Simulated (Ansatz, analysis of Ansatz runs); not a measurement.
# Li2ZnCl4 (Fd-3m): a line between two Cl sites for an added hole

Question: does an added hole stay on the Cl atom where it is started in Li2ZnCl4 (Fd-3m), and if so, how high is the barrier for a hop to another Cl site nearby? Model: a cell of 56 host atoms.

Method: plane-wave PAW DFT, PBEsol+U; relaxation of all atoms of a supercell at fixed charge in a uniform background; PAW set soft_1, in Ansatz 0.2.0.

Most raw output is cut from this account.

## Step 1: Starting point

The cell holds 56 atoms: 16 Li, 8 Zn and 32 Cl. Its edges and angles: a = 10.232 Å, b = 10.232 Å, c = 10.232 Å, α = 90.0°, β = 90.0°, γ = 90.0°. It derives from Li2ZnCl4 (space group Fd-3m). Nearest the centre at fractional (0.500, 0.622, 0.500): Cl26 at 1.76 Å, Cl56 at 1.76 Å, Li6 at 1.81 Å, Li12 at 1.81 Å, Cl51 at 3.05 Å, Cl33 at 3.05 Å, Li1 at 3.10 Å, Li15 at 3.10 Å.

Hubbard terms: Cl p 6.0 eV. They were chosen, not fitted, to curb self-interaction in the shells named, the trial site's among them. The two sites are Cl26 and Cl56. The cell's shortest repeat is 10.2 Å.

## Step 2: The cell without the carrier

The neutral cell is relaxed first, from small random displacements, so that bond lengths and moments with the carrier can be set beside those of a relaxed cell without it.

neutral.relax/input.yaml

```yaml
crystal:
  lattice:
    - [10.23227833, 0.0, 0.0]
    - [0.0, 10.23227833, 0.0]
    - [0.0, 0.0, 10.23227833]
  atoms:
    - { symbol: Li, position: [0.375, 0.375, 0.625] }
    - { symbol: Li, position: [0.375, 0.875, 0.125] }
    - { symbol: Li, position: [0.875, 0.375, 0.125] }
    - { symbol: Li, position: [0.875, 0.875, 0.625] }
    - { symbol: Li, position: [0.375, 0.125, 0.875] }
    - { symbol: Li, position: [0.375, 0.625, 0.375] }
    - { symbol: Li, position: [0.875, 0.125, 0.375] }
    - { symbol: Li, position: [0.875, 0.625, 0.875] }
[... 44 atom lines left out ...]
    - { symbol: Cl, position: [0.121628, 0.121628, 0.378372] }
    - { symbol: Cl, position: [0.121628, 0.621628, 0.878372] }
    - { symbol: Cl, position: [0.621628, 0.121628, 0.878372] }
    - { symbol: Cl, position: [0.621628, 0.621628, 0.378372] }
basis:
  ecutwfc: 420
  xc_grid: 2
hamiltonian:
  xc: pbesol
  hubbard:
    sites: [{ species: Cl, l: p, u_eff: 6.0 }]
    projectors: ortho-atomic
  pseudopotentials: { kind: paw, azcp: { folder: soft_1 }, xc_functional: pbe }
kpoints:
  mp_grid: { grid: [1, 1, 1] }
scf:
  occupations: { method: fermi_dirac, width: 0.01 }
  max_iter: 120
  lower_state_search: "off"
output:
  forces: true
relax:
  f_tol: 0.02
  max_steps: 70
  random_displacement: { amplitude: 0.04, seed: 9852 }
checkpoint:
  write: "../neutral.relax.run"
  compress: false
  write_wavefunctions: true
  write_every: 100000
```

On the command line:

```console
$ ansatz run input.yaml --threads 4 --pin off --max-ram 9420MiB --backend cpu --events-out ev --progress --plain --runs-dir out
```

It took 21 s on 4 threads of Arm Neoverse V2, shared host; peak memory 1.1 GiB; 80 s of CPU time.

The largest displacement from an ideal site is 0.023 Å.

## Step 3: The hole on the first site

The nearest neighbour or neighbours of the site start displaced and the site's starting moment is changed by the carrier's spin, since a carrier doesn't trap itself in the undistorted lattice.

A.relax/input.yaml

```yaml
crystal:
  lattice:
    - [10.23227833, 0.0, 0.0]
    - [0.0, 10.23227833, 0.0]
    - [0.0, 0.0, 10.23227833]
  atoms:
    - { symbol: Li, position: [0.374862, 0.350377, 0.625947] }
    - { symbol: Li, position: [0.375106, 0.87445, 0.12504] }
    - { symbol: Li, position: [0.874955, 0.374765, 0.124937] }
    - { symbol: Li, position: [0.875156, 0.874374, 0.624874] }
    - { symbol: Li, position: [0.375831, 0.12522, 0.875482] }
    - { symbol: Li, position: [0.374171, 0.624922, 0.350948] }
    - { symbol: Li, position: [0.874872, 0.125214, 0.375808] }
    - { symbol: Li, position: [0.875534, 0.624815, 0.875131] }
[... 44 atom lines left out ...]
    - { symbol: Cl, position: [0.123045, 0.122834, 0.377681] }
    - { symbol: Cl, position: [0.122944, 0.622567, 0.877539] }
    - { symbol: Cl, position: [0.622979, 0.122708, 0.87767] }
    - { symbol: Cl, position: [0.622719, 0.622639, 0.377709] }
total_charge: 1
basis:
  ecutwfc: 420
  xc_grid: 2
hamiltonian:
  xc: pbesol
  hubbard:
    sites: [{ species: Cl, l: p, u_eff: 6.0 }]
    projectors: ortho-atomic
  pseudopotentials: { kind: paw, azcp: { folder: soft_1 }, xc_functional: pbe }
kpoints:
  mp_grid: { grid: [1, 1, 1] }
magnetization:
  spin_polarized: true
  initial_magnetization: 1
  spin_locking: { lock_magnetization: hard }
scf:
  occupations: { method: fermi_dirac, width: 0.01 }
  max_iter: 120
  lower_state_search: "off"
output:
  forces: true
relax:
  f_tol: 0.015
  max_steps: 70
  escape_saddle: false
checkpoint:
  write: "../A.relax.run"
  compress: false
  write_wavefunctions: true
  write_every: 100000
```

Run time: 1.9 min. Hardware: 4 threads; peak memory 1.7 GiB; 7.5 min of CPU time.

The steps of the relaxation:

```csv
step,energy less that of the first step (eV),largest force component (eV/Å)
1,0.0000,0.3771
2,-0.3358,0.2434
3,-0.3940,0.1412
4,-0.4159,0.0778
5,-0.4234,0.0469
6,-0.4266,0.0279
7,-0.4275,0.0223
8,-0.4277,0.0086
```

The atoms that moved most (Å):

```csv
atom,dx,dy,dz,length
Zn22,-0.261,0.276,0.265,0.463
Cl26,-0.131,0.195,0.153,0.280
Li1,0.103,-0.145,-0.137,0.224
Li6,0.075,-0.129,-0.114,0.188
Li12,0.089,-0.096,-0.069,0.148
Cl37,-0.005,-0.138,0.003,0.138
Cl29,0.014,0.050,-0.123,0.134
Cl30,0.009,-0.119,0.050,0.129
```

The moves above count from the input, in which the site's nearest neighbours were already displaced; the distances below compare with the cell without the carrier.

Distances from Cl26 without and with the hole:

```csv
atom,without (Å),with (Å)
Zn22,2.26,2.69
Li12,2.53,3.02
Li6,2.54,3.07
Li1,2.54,3.14
```

The largest changes of the moments are 0.79 μB on Cl26, 0.01 μB on Cl30 and 0.01 μB on Cl29. The largest part sits on the chosen site.

## Step 4: The hole on the second site

The same start is made on the second site, to get the end of the hop.

B.relax/input.yaml

```yaml
crystal:
  lattice:
    - [10.23227833, 0.0, 0.0]
    - [0.0, 10.23227833, 0.0]
    - [0.0, 0.0, 10.23227833]
  atoms:
    - { symbol: Li, position: [0.375155, 0.37481, 0.625653] }
    - { symbol: Li, position: [0.375106, 0.87445, 0.12504] }
[... 3 atom lines left out ...]
    - { symbol: Li, position: [0.350031, 0.624922, 0.375088] }
[... 5 atom lines left out ...]
    - { symbol: Li, position: [0.625083, 0.625318, 0.650221] }
[... 13 atom lines left out ...]
    - { symbol: Cl, position: [0.37734, 0.622773, 0.623297] }
[... 6 atom lines left out ...]
    - { symbol: Cl, position: [0.377373, 0.377126, 0.377605] }
[... 17 atom lines left out ...]
    - { symbol: Cl, position: [0.622759, 0.3771, 0.623217] }
[... 4 atom lines left out ...]
    - { symbol: Cl, position: [0.622719, 0.622639, 0.377709], spin: 1.0 }
total_charge: 1
basis:
  ecutwfc: 420
  xc_grid: 2
hamiltonian:
  xc: pbesol
  hubbard:
    sites: [{ species: Cl, l: p, u_eff: 6.0 }]
    projectors: ortho-atomic
  pseudopotentials: { kind: paw, azcp: { folder: soft_1 }, xc_functional: pbe }
kpoints:
  mp_grid: { grid: [1, 1, 1] }
magnetization:
  spin_polarized: true
  initial_magnetization: 1
  spin_locking: { lock_magnetization: hard }
scf:
  occupations: { method: fermi_dirac, width: 0.01 }
  max_iter: 120
  lower_state_search: "off"
output:
  forces: true
relax:
  f_tol: 0.015
  max_steps: 70
  escape_saddle: false
checkpoint:
  write: "../B.relax.run"
  compress: false
  write_wavefunctions: true
  write_every: 100000
```

It took 95 s on 4 threads; peak memory 1.7 GiB.

Distances from Cl56 without and with the hole:

```csv
atom,without (Å),with (Å)
Zn24,2.25,2.69
Li15,2.53,3.01
Li12,2.54,3.09
Li6,2.54,3.13
```

The largest changes of the moments are 0.79 μB on Cl56, 0.01 μB on Cl40 and 0.01 μB on Cl38. The largest part sits on the chosen site.

## Step 5: Points on the line between the two structures

All atoms move on the straight line between the two relaxed structures, 10.06 amu^1/2 Å long in mass-weighted terms. Each point starts from the state of the point before, once from either end, so that both localised states can be followed; the midpoint is also started with the carrier shared.

A.x0500/input.yaml

```yaml
crystal:
  lattice:
    - [10.23227833, 0.0, 0.0]
    - [0.0, 10.23227833, 0.0]
    - [0.0, 0.0, 10.23227833]
  atoms:
    - { symbol: Li, position: [0.379088, 0.353399, 0.620224] }
    - { symbol: Li, position: [0.372976, 0.877944, 0.128133] }
[... 3 atom lines left out ...]
    - { symbol: Li, position: [0.359447, 0.614181, 0.363962] }
[... 5 atom lines left out ...]
    - { symbol: Li, position: [0.635207, 0.616825, 0.640476] }
[... 13 atom lines left out ...]
    - { symbol: Cl, position: [0.371082, 0.631687, 0.630495], spin: 1.0 }
[... 6 atom lines left out ...]
    - { symbol: Cl, position: [0.37862, 0.377894, 0.378408] }
[... 17 atom lines left out ...]
    - { symbol: Cl, position: [0.621508, 0.378463, 0.621485] }
[... 4 atom lines left out ...]
    - { symbol: Cl, position: [0.631234, 0.62808, 0.370252] }
total_charge: 1
basis:
  ecutwfc: 420
  xc_grid: 2
hamiltonian:
  xc: pbesol
  hubbard:
    sites: [{ species: Cl, l: p, u_eff: 6.0 }]
    projectors: ortho-atomic
  pseudopotentials: { kind: paw, azcp: { folder: soft_1 }, xc_functional: pbe }
kpoints:
  mp_grid: { grid: [1, 1, 1] }
magnetization:
  spin_polarized: true
  initial_magnetization: 1
  spin_locking: { lock_magnetization: hard }
scf:
  occupations: { method: fermi_dirac, width: 0.01 }
  max_iter: 120
  lower_state_search: "off"
output:
  forces: true
  eigenvalues: true
  eigenstates: { localisation: true }
  write_density: true
  write_potential: true
  volumetric_format: npy
checkpoint:
  read: "../A.x0375.run"
  write: "../A.x0500.run"
  compress: false
  write_wavefunctions: true
  write_every: 100000
```

Elapsed: 36 s, on 4 threads; peak memory 1.7 GiB.

States next to the filling edge at the first k-point, on the run's own zero (eigenstates.tsv). The participation number counts the atoms that a state is spread over, of 56; bands count from 0.

```csv
spin,band,energy (eV),occupation,participation,largest share on,share
down,177,-0.262,1.00,29.8,Cl56,0.08
down,178,-0.225,1.00,29.1,Cl56,0.08
down,179,-0.203,1.00,25.5,Cl52,0.09
down,180,0.023,1.00,5.2,Cl56,0.40
down,181,0.212,1.00,2.5,Cl56,0.63
down,182,0.224,1.00,2.5,Cl56,0.63
down,183,1.962,0.00,1.3,Cl26,0.88
down,184,6.160,0.00,11.1,Zn22,0.25
down,185,6.376,0.00,16.6,Zn19,0.12
down,186,7.380,0.00,10.3,Zn22,0.24
down,187,7.826,0.00,8.1,Zn17,0.24
up,178,-0.265,1.00,28.6,Cl56,0.09
up,179,-0.227,1.00,28.9,Cl56,0.08
up,180,-0.205,1.00,24.8,Cl52,0.09
up,181,0.017,1.00,5.4,Cl56,0.39
up,182,0.203,1.00,2.5,Cl56,0.62
up,183,0.219,1.00,2.5,Cl56,0.63
up,184,6.123,0.00,10.5,Zn22,0.26
up,185,6.375,0.00,16.6,Zn19,0.12
up,186,7.348,0.00,10.8,Zn22,0.22
up,187,7.823,0.00,8.2,Zn17,0.23
up,188,7.837,0.00,9.3,Zn23,0.22
```

Under PBEsol+U (6 eV) at the zone centre alone, the highest filled state is spin down, spread over 2 of 56 atoms, and the lowest empty one, 1.74 eV above it, is spin down, spread over 1 of 56 atoms.

The largest moments in the atoms' spheres: Cl26 0.72, Cl30 0.01, Cl29 0.01, Cl44 0.01, Cl41 0.01, Cl56 0.00 μB.

Spin density in the ac plane at fractional y = 0.622, through the centre, with atoms of Li and Cl within 0.45 Å of it.

Values in e/Å³, 13 rows by 16 columns, each cell a mean:
```
0.00 0.00 0.00 0.00 0.00 0.00 0.00 0.00 0.00 0.00 0.00 0.00 0.00 0.00 0.00 0.00
0.00 0.00 0.00 0.00 0.00 0.00 0.00 0.00 0.00 0.00 0.00 0.00 0.00 0.00 0.00 0.00
0.00 0.00 0.00 0.00 0.00 0.00 0.00 0.00 0.00 0.00 0.00 0.00 0.00 0.00 0.00 0.00
0.00 0.00 0.00 0.00 0.03 0.11 0.05 0.00 0.00 0.00 0.00 0.00 0.00 0.00 0.00 0.00
0.00 0.00 0.00 0.00 0.05 0.23 0.08 0.01 0.00 0.00 0.00 0.00 0.00 0.00 0.00 0.00
0.00 0.00 0.00 0.00 0.00 0.00 0.08 0.03 0.00 0.00 0.00 0.00 0.00 0.00 0.00 0.00
0.00 0.00 0.00 0.00 0.00 0.00 0.01 0.00 0.00 0.00 0.00 0.00 0.00 0.00 0.00 0.00
0.00 0.00 0.00 0.00 0.00 0.00 0.00 0.00 0.00 0.00 0.00 0.00 0.00 0.00 0.00 0.00
0.00 0.00 0.00 0.00 0.00 0.00 0.00 0.00 0.00 0.00 0.00 0.00 0.00 0.00 0.00 0.00
0.00 0.00 0.00 0.00 0.00 0.00 0.00 0.00 0.00 0.00 0.00 0.00 0.00 0.00 0.00 0.00
0.00 0.00 0.00 0.00 0.00 0.00 0.00 0.00 0.00 0.00 0.00 0.00 0.00 0.00 0.00 0.00
0.00 0.00 0.00 0.00 0.00 0.00 0.00 0.00 0.00 0.00 0.00 0.00 0.00 0.00 0.00 0.00
0.00 0.00 0.00 0.00 0.00 0.00 0.00 0.00 0.00 0.00 0.00 0.00 0.00 0.00 0.00 0.00
```
Columns run along a (10.2 Å), rows up along c (10.2 Å). Atoms in or near the plane, at fractional coordinates: Li at (0.36, 0.36), Li at (0.88, 0.88), Li at (0.13, 0.13), Li at (0.64, 0.64), Cl at (0.37, 0.63), Cl at (0.88, 0.12), Cl at (0.38, 0.13), Cl at (0.87, 0.62), Cl at (0.12, 0.37), Cl at (0.63, 0.88), Cl at (0.12, 0.88), Cl at (0.63, 0.37).

Electrostatic potential energy in the ac plane at fractional y = 0.622, through the centre, with atoms of Li and Cl within 0.45 Å of it. With pseudopotentials it is smooth inside the atoms' cores, unlike the true potential.

Ten even steps from '_' (-37 eV) to '@' (9 eV), each cell a mean:
```
@@@@%%####%%@@@@@@@@@@@@@@@@@@@@%%%%##%%@@@@@@@@%%%%%%@@@@
@@##::__..==%%@@@@@@@@@@@@@@@@%%**::..::**@@@@%%**++++%%@@
%%++______..##@@@@@@@@@@@@@@@@%%--______--%%@@##--__::**%%
@@**..____--%%@@@@@@@@@@@@@@@@%%==______==%%@@%%==::--##%%
@@%%**==++##%%@@@@@@@@@@@@@@@@@@%%++==++%%@@@@%%%%####%%@@
@@@@@@@@@@@@@@@@@@@@@@@@@@@@@@@@@@%%%%%%@@@@@@@@@@@@@@@@@@
@@@@@@@@@@@@@@@@%%##****##@@@@@@%%%%##%%%%@@@@@@%%##%%@@@@
@@@@@@@@@@@@@@%%##--____--##%%%%%%++--==##%%@@##::..::**@@
@@@@@@@@@@@@@@%%**________++%%%%##--__..**%%%%==______--%%
@@@@@@@@@@@@@@@@##::____..**%%%%%%**==++##@@%%++______==%%
@@@@@@@@@@@@@@@@%%##====**%%@@@@@@%%%%%%@@@@@@%%++==++##%%
@@@@@@@@@@@@@@@@@@@@%%%%%%@@@@@@@@@@@@@@@@@@@@@@@@@@@@@@@@
@@%%%%##%%@@@@@@@@%%%%%%%%@@@@@@@@%%%%%%@@@@@@@@@@@@@@@@@@
@@##==..::++%%@@%%##****%%@@@@@@##--::--##@@@@@@@@@@@@@@@@
@@++..____..##%%##==..::**%%@@@@==______--%%@@@@@@@@@@@@@@
@@**..____::##%%##==..::**%%@@@@++..____==%%@@@@@@@@@@@@@@
@@%%**--==**%%@@%%##****%%@@@@@@%%++--==##@@@@@@@@@@@@@@@@
@@@@@@%%%%@@@@@@@@@@%%%%@@@@@@@@@@@@@@@@@@@@@@@@@@@@@@@@@@
@@@@@@%%%%@@@@@@@@%%####%%@@@@@@@@@@@@@@@@@@@@@@%%%%%%@@@@
@@%%##++++##%%@@%%++....--##@@@@@@@@@@@@@@@@@@%%==::::++%%
@@%%==....++%%@@##..______++@@@@@@@@@@@@@@@@@@++______::##
@@%%++::::**%%@@%%--____..**@@@@@@@@@@@@@@@@@@**..____::##
@@@@%%####%%@@@@@@##++==**%%@@@@@@@@@@@@@@@@@@%%++--==**@@
@@@@@@%%@@@@@@@@@@@@@@@@@@@@@@@@@@@@@@@@@@@@@@@@@@%%%%@@@@
```
Columns run along a (10.2 Å; values clipped at the 3rd and 97th percentile), rows up along c (10.2 Å). Atoms in or near the plane, at fractional coordinates: Li at (0.36, 0.36), Li at (0.88, 0.88), Li at (0.13, 0.13), Li at (0.64, 0.64), Cl at (0.37, 0.63), Cl at (0.88, 0.12), Cl at (0.38, 0.13), Cl at (0.87, 0.62), Cl at (0.12, 0.37), Cl at (0.63, 0.88), Cl at (0.12, 0.88), Cl at (0.63, 0.37).

Valence density in the ac plane at fractional y = 0.622, through the centre, with atoms of Li and Cl within 0.45 Å of it. It is the smooth field of the valence electrons, not physical close to the nuclei.

Ten steps, logarithmic in the rise over the least value, from '0' (0.0 e/Å³) to '9' (6.7 e/Å³), each cell a mean:
```
13455421001111223454321111111
35666642000001235666531136411
36656652100000246656642179831
35666642100000146666642168721
24565532100000124565421012201
11233221112211012333211122211
10011111245543101121112345432
10000012466664211586213566653
20000012566675311798324665664
21000002467665210465124676664
21000001356553100011012456653
22222110123321001121111233332
23444321001100013444321011111
34666642114300135666531000001
35666653269830246666642000001
35666653269830246666642000001
24566532124310124666531000000
12343321112221112343221111111
11111111245543100111111344432
21255112466665210000012466654
21699413566665310000013566665
21588312466665310000013566665
11122101356654211000012456653
11222111123332222221111234432
```
Columns run along a (10.2 Å), rows up along c (10.2 Å). Atoms in or near the plane, at fractional coordinates: Li at (0.36, 0.36), Li at (0.88, 0.88), Li at (0.13, 0.13), Li at (0.64, 0.64), Cl at (0.37, 0.63), Cl at (0.88, 0.12), Cl at (0.38, 0.13), Cl at (0.87, 0.62), Cl at (0.12, 0.37), Cl at (0.63, 0.88), Cl at (0.12, 0.88), Cl at (0.63, 0.37).

Free energies from the first end:

```csv
started from,fraction,energy (eV),moment change on Cl26 (μB),on Cl56 (μB)
first site,0,0.000,0.79,0.00
first site,0.125,0.046,0.78,0.00
first site,0.25,0.178,0.76,0.00
first site,0.375,0.392,0.74,0.00
first site,0.5,0.681,0.72,0.01
first site,0.625,1.042,0.69,0.01
second site,0.875,0.048,0.00,0.78
second site,0.75,0.187,0.00,0.76
second site,0.625,0.404,0.00,0.74
second site,0.5,0.682,0.01,0.72
second site,0.375,1.027,0.01,0.69
shared,0.5,0.681,0.72,0.01
second site,1,0.000,0.00,0.79
```

## Step 6: What came out

| Property | Result |
| --- | --- |
| barrier forward | 0.68 eV |
| barrier backward | 0.68 eV |
| distance of the two sites without the carrier | 3.55 Å |
| carrier at the midpoint | on one site |

**Reading.** On this line the hole must cross 0.68 eV to hop 3.55 Å; both ends have the same energy within 0.005 eV. At the midpoint the lowest state found keeps the carrier on one site, so the two localised curves cross in a cusp. This suggests weak coupling and a hop slower than the barrier alone implies, though U itself penalises the shared state. The start with the carrier shared fell onto one site. With an assumed attempt frequency of 1e13 per second the rate at 300 K would be 4e+01 per second for this barrier, if every crossing succeeded. A straight line need not be the lowest path, so the true barrier at this U can be lower, or higher if the ends can still break their symmetry. No run compares the localised hole with one spread in the band, so its binding is unknown and the barrier may exceed it. Holes in halides commonly bind two halogen atoms into a pair. A U on single atoms favours the one-atom state followed here, and no pair was tried, so these numbers may not belong to the actual polaron. The program's search for lower electronic states was switched off in all runs, so that each state is followed; none is shown to be the lowest at its structure. No image-charge correction is applied; it nearly cancels along the line while the charge stays localised. Limits: sampling at the zone centre alone can move energies of charged and open-shell states by tenths of an eV or more in cells of this size; gap and trapping depend on the U chosen (Cl p 6.0 eV).

[Logs are printed without paths, hosts, clocks, repeated set-up lines and the standing remarks that a program may print on its own settings, such as how far it seeks lower states.]

[Hosts, paths, dates, database ids (printed as entryN), source tags and the programs' standing remarks are cut or masked in the printed files.]
